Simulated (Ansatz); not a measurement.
# What La3AlC (Pm-3m) distorts into, part 3 of 3

Wanted: the energy along a soft mode of La3AlC (Pm-3m) and the structure at the end.

Ansatz 0.2.0; DFT PBEsol, scalar-relativistic, plane waves, PAW; PAW set soft_1.

So far. Step 5 (Energy along the mode, all amplitudes (two of the runs …): The lowest of the steps tried is at 0.08 Å, 0.3 meV/atom below the parent; the bottom of the well need not coincide with a step. Step 7 (The new phase in its own primitive cell): The largest force component left is 0.61 meV/Å and the pressure is -0.001 GPa, within the tolerances set. The cell now holds 26.95 Å³/atom. The relaxed cell has a, b, c = 10.304, 5.056, 5.173 Å (conventional setting).

### Step 8. Modes of the new phase, k-mesh 4×8×8

A relaxed structure may still be a saddle point, so its zone-centre modes are computed. No field response is asked, since the mesh shows no gap.

Contents of input.yaml:

```yaml
crystal:
  lattice:
    - [10.3042028087, 0.0, 0.0]
    - [0.0, 5.0558986209, 0.0]
    - [0.0, 0.0, 5.1726136078]
  atoms:
    - { symbol: La, position: [0.5, 0.5, 0.5] }
    - { symbol: La, position: [0.0, 0.5, 0.5] }
    - { symbol: La, position: [0.25, 0.5, 0.9939532396] }
    - { symbol: La, position: [0.75, 0.5, 0.0060467604] }
    - { symbol: La, position: [0.25, 0.0, 0.470554698] }
    - { symbol: La, position: [0.75, 0.0, 0.529445302] }
    - { symbol: Al, position: [0.0, 0.0, 0.0] }
    - { symbol: Al, position: [0.5, 0.0, 0.0] }
    - { symbol: C, position: [0.25, 0.5, 0.518373511] }
    - { symbol: C, position: [0.75, 0.5, 0.481626489] }
kpoints:
  mp_grid: { grid: [4, 8, 8] }
hamiltonian:
  xc: pbesol
  pseudopotentials: { kind: paw, azcp: { folder: soft_1 }, xc_functional: pbe }
scf:
  occupations: { method: methfessel_paxton, width: 0.2 }
output:
  eigenvalues: true
phonons:
  method: dfpt
```

Started as:

```
$ ansatz run input.yaml --threads 4 --pin off --max-ram 10240MiB --backend cpu --events-out ev --progress --plain --runs-dir out
```

Numbers of over 12 decimals in the logs are rounded to 6 here.

Output:

```text
zone centre: on kpoints.mp_grid the ground state, and the responses unless they are solved on pairs of k-points, stand on 90 of the mesh's 256 k-points, reduced under 2 symmetry operations, with k and −k counted as one. Each operation leaves every solved displacement unchanged or reverses it
Engine: ansatz 0.2.0, aarch64-unknown-linux-gnu
Pseudopotentials: kind: paw
Pseudopotential: La, paw, valence charge 11, recommended cutoff 420 eV (normal), soft_1/La.paw.azcp
Pseudopotential: Al, paw, valence charge 3, recommended cutoff 420 eV (normal), soft_1/Al.paw.azcp
Pseudopotential: C, paw, valence charge 4, recommended cutoff 420 eV (normal), soft_1/C.paw.azcp
Functional definition: PBEsol
  exchange = pbesol_x
  correlation = pbesol_c
Crystal: 10 atoms, lattice volume = 269.478 Å³
Basis set: ecut = 420 eV, 5267 PW (Γ), exchange–correlation on 144×72×72 points (8 copies of the dense FFT grid, shifted against one another)
Bands: 50, of which v1, the nominal top of the filled ones, is band 40 counted from 1 (39 counted from 0)
Symmetry: 8 space group operations
k-points: 90 of 256 (irreducible under 2 space group operations, time reversal used)
Non-local potential: La, projectors of the file, l = 0: 3, l = 1: 2, l = 2: 2, l = 3: 3
Non-local potential: Al, projectors of the file, l = 0: 2, l = 1: 2, l = 2: 1
Non-local potential: C, projectors of the file, l = 0: 2, l = 1: 2, l = 2: 1
PAW form: soft (Blöchl's): semilocal exchange-correlation on the pseudo side does not see the compensation charge
PAW frozen core: La, regenerated for the run's functional, and the local potential with it (the file was generated under x = pbe(κ = 0.804, μ = 0.219515), c = pbe(β = 0.066725))
PAW frozen core: Al, regenerated for the run's functional, and the local potential with it (the file was generated under x = pbe(κ = 0.804, μ = 0.219515), c = pbe(β = 0.066725))
PAW frozen core: C, regenerated for the run's functional, and the local potential with it (the file was generated under x = pbe(κ = 0.804, μ = 0.219515), c = pbe(β = 0.066725))
PAW one-centre angular grid: La, 590 points (default); XC on 64 Gauss nodes
PAW one-centre angular grid: Al, 110 points (default); XC on 64 Gauss nodes
PAW one-centre angular grid: C, 110 points (default); XC on 64 Gauss nodes
Initial density: superposition of atomic densities (chi_scale 0.1, normalization cell, long waves kept (reshape's long-wave potential 0.00 eV rms))
Initial wavefunctions: pseudopotential atomic-orbital guess
Functional: x = pbesol(κ = 0.804, μ = 0.123457), c = pbesol(β = 0.046)
SCF iter   1: F=—  HF=-38515.755758 eV  |F-HF|=—  |Δ(HF+E_count)|=         —  Δρ=4.41e-2  dr2=1.49e1  ethr=3.10e-3  ⟨swp⟩=5.2  Hψ=19551  notcnv=0
preconditioner: auto → Kerker (q_TF=auto, 2.228 Å⁻¹)  [metal: Δε(μ)=0.004 eV  Ē_g=10.981 eV  σ=0.200 eV  W_gap=0.02  n_scr=54 (ndim 8)  ℏωp=18.7 eV  f_vac=0.000  D(μ)=9.24/eV (n_scr^D=60)]
SCF iter   2: F=—  HF=-38513.278062 eV  |F-HF|=—  |Δ(HF+E_count)|=    2.48e0  S|Δr|=    0.00e0  Δρ=1.78e-2  dr2=1.31e0  ethr=3.10e-3  ⟨swp⟩=3.8  Hψ=8507  notcnv=0  defer=142
SCF iter   3: F=—  HF=-38513.001833 eV  |F-HF|=—  |Δ(HF+E_count)|=   2.76e-1  S|Δr|=    0.00e0  Δρ=9.32e-3  dr2=4.13e-1  ethr=1.64e-3  ⟨swp⟩=1.4  Hψ=5278  notcnv=0  defer=136
SCF iter   4: F=—  HF=-38512.904279 eV  |F-HF|=—  |Δ(HF+E_count)|=   9.76e-2  S|Δr|=    0.00e0  Δρ=1.78e-3  dr2=1.39e-2  ethr=5.16e-4  ⟨swp⟩=2.2  Hψ=6390  notcnv=0  defer=136
SCF iter   5: F=—  HF=-38512.903574 eV  |F-HF|=—  |Δ(HF+E_count)|=   7.05e-4  S|Δr|=    0.00e0  Δρ=7.81e-4  dr2=4.69e-3  ethr=1.74e-5  ⟨swp⟩=2.1  Hψ=6763  notcnv=0  defer=132
SCF iter   6: F=—  HF=-38512.902933 eV  |F-HF|=—  |Δ(HF+E_count)|=   6.41e-4  S|Δr|=    0.00e0  Δρ=1.67e-4  dr2=1.88e-4  ethr=5.86e-6  ⟨swp⟩=2.0  Hψ=5235  notcnv=0  defer=132
SCF iter   7: F=—  HF=-38512.902900 eV  |F-HF|=—  |Δ(HF+E_count)|=   3.27e-5  S|Δr|=    0.00e0  Δρ=3.15e-5  dr2=3.45e-6  ethr=2.35e-7  ⟨swp⟩=2.2  Hψ=8017  notcnv=0  defer=132
SCF iter   8: F=—  HF=-38512.903004 eV  |F-HF|=—  |Δ(HF+E_count)|=   1.04e-4  S|Δr|=    0.00e0  Δρ=8.80e-6  dr2=3.40e-7  ethr=4.31e-9  ⟨swp⟩=2.0  Hψ=5978  notcnv=0  defer=132
SCF iter   9: F=—  HF=-38512.903004 eV  |F-HF|=—  |Δ(HF+E_count)|=   4.32e-8  S|Δr|=    0.00e0  Δρ=2.13e-6  dr2=2.05e-8  ethr=4.25e-10  ⟨swp⟩=2.0  Hψ=5656  notcnv=0  defer=132
SCF iter  10: F=—  HF=-38512.903004 eV  |F-HF|=—  |Δ(HF+E_count)|=   4.13e-9  S|Δr|=    0.00e0  Δρ=5.71e-7  dr2=9.54e-10  ethr=2.56e-11  ⟨swp⟩=2.9  Hψ=8655  notcnv=0  defer=132
SCF iter  11: F=—  HF=-38512.903004 eV  |F-HF|=—  |Δ(HF+E_count)|=  5.82e-11  S|Δr|=    0.00e0  Δρ=1.14e-7  dr2=2.86e-11  ethr=1.19e-12  ⟨swp⟩=2.0  Hψ=5981  notcnv=0  defer=132
SCF iter  12: F=-38512.903004 eV  HF=-38512.903004 eV  |F-HF|=7.28e-12  |Δ(HF+E_count)|=  1.46e-11  S|Δr|=    0.00e0  Δρ=2.62e-8  dr2=2.22e-12  ethr=1.00e-12  ⟨swp⟩=17.7  Hψ=27395  notcnv=0
SCF 1 converged in 12 iterations: F = -38512.903004 eV  dr2 = 2.22e-12
[...]
DFPT response loops at Γ: preconditioner auto → Kerker (q_TF=auto, 2.228 Å⁻¹) (partly filled bands, converged f_vac=0.000); β = 1.00, the filter's whole step (`scf.mixing.beta` (0.50) is not read by the response loops under this deck's `scf.mixing.preconditioner`; to damp them name `kerker` or `kerker_dos`, under which they read `scf.mixing.beta`, and type it under 1.00, their step now; both keys bind the ground state too); Broyden in place of MSR1
```

The job ended after 12 min (4 threads of Arm Neoverse V2, shared host; peak memory 5.2 GiB).

The run was cut off at the time limit after its SCF cycle had converged; no result of it is taken.

The program's message: “Warning:”

### Step 9. Outcome

| Property | Result |
| --- | --- |
| unstable mode of the parent | q = (0, 0, -0.5), 117i cm⁻¹ |
| depth at the lowest point sampled | 0.3 meV/atom |
| largest atomic shift at that point | 0.08 Å |
| space group reached (within 0.01 Å) | Pmma |
| energy gained over the parent (first relaxation, on the mesh of the frozen mode) | 1.62 meV/atom |
| volume per atom, phase reached | 26.9 Å³ |

What this shows: Along this mode the structure falls into Pmma, 1.62 meV/atom below the parent. At the parent's cell the well is 0.3 meV/atom deep on the steps tried, with its lowest point at a shift of 0.08 Å. Relaxing atoms and cell changes the gain by +1.32 meV/atom against the lowest step (energies at zero smearing). Most of the total comes from this relaxation. The modes of the phase reached were not computed on this path. How so shallow a well moves with the k mesh was not tested. Of the 5 patterns followed to their end from this parent, this one ends 5.87 meV/atom above the lowest, Amm2. Another end point lies within 1 meV/atom; how such a difference moves with mesh and cutoff was not tested. Each path keeps the symmetry of its pattern, so a lower phase may lie along a pattern not tried. With no gap, or one that is small against the smearing, the frequencies hang on the k mesh and the smearing, most of all near Kohn anomalies. Spin-orbit coupling is left out, which can matter for the heavy elements here. The PAW files were made for PBE and serve the other functionals too. A phonon run warned that its eigensolver left some bands unconverged in a pass.

[Logs are printed without paths, hosts, clocks, repeated set-up lines and the standing remarks that a program may print on its own settings, such as how far it seeks lower states.]

[Hosts, paths, dates, database ids (printed as entryN), source tags and the programs' standing remarks are cut or masked in the printed files.]
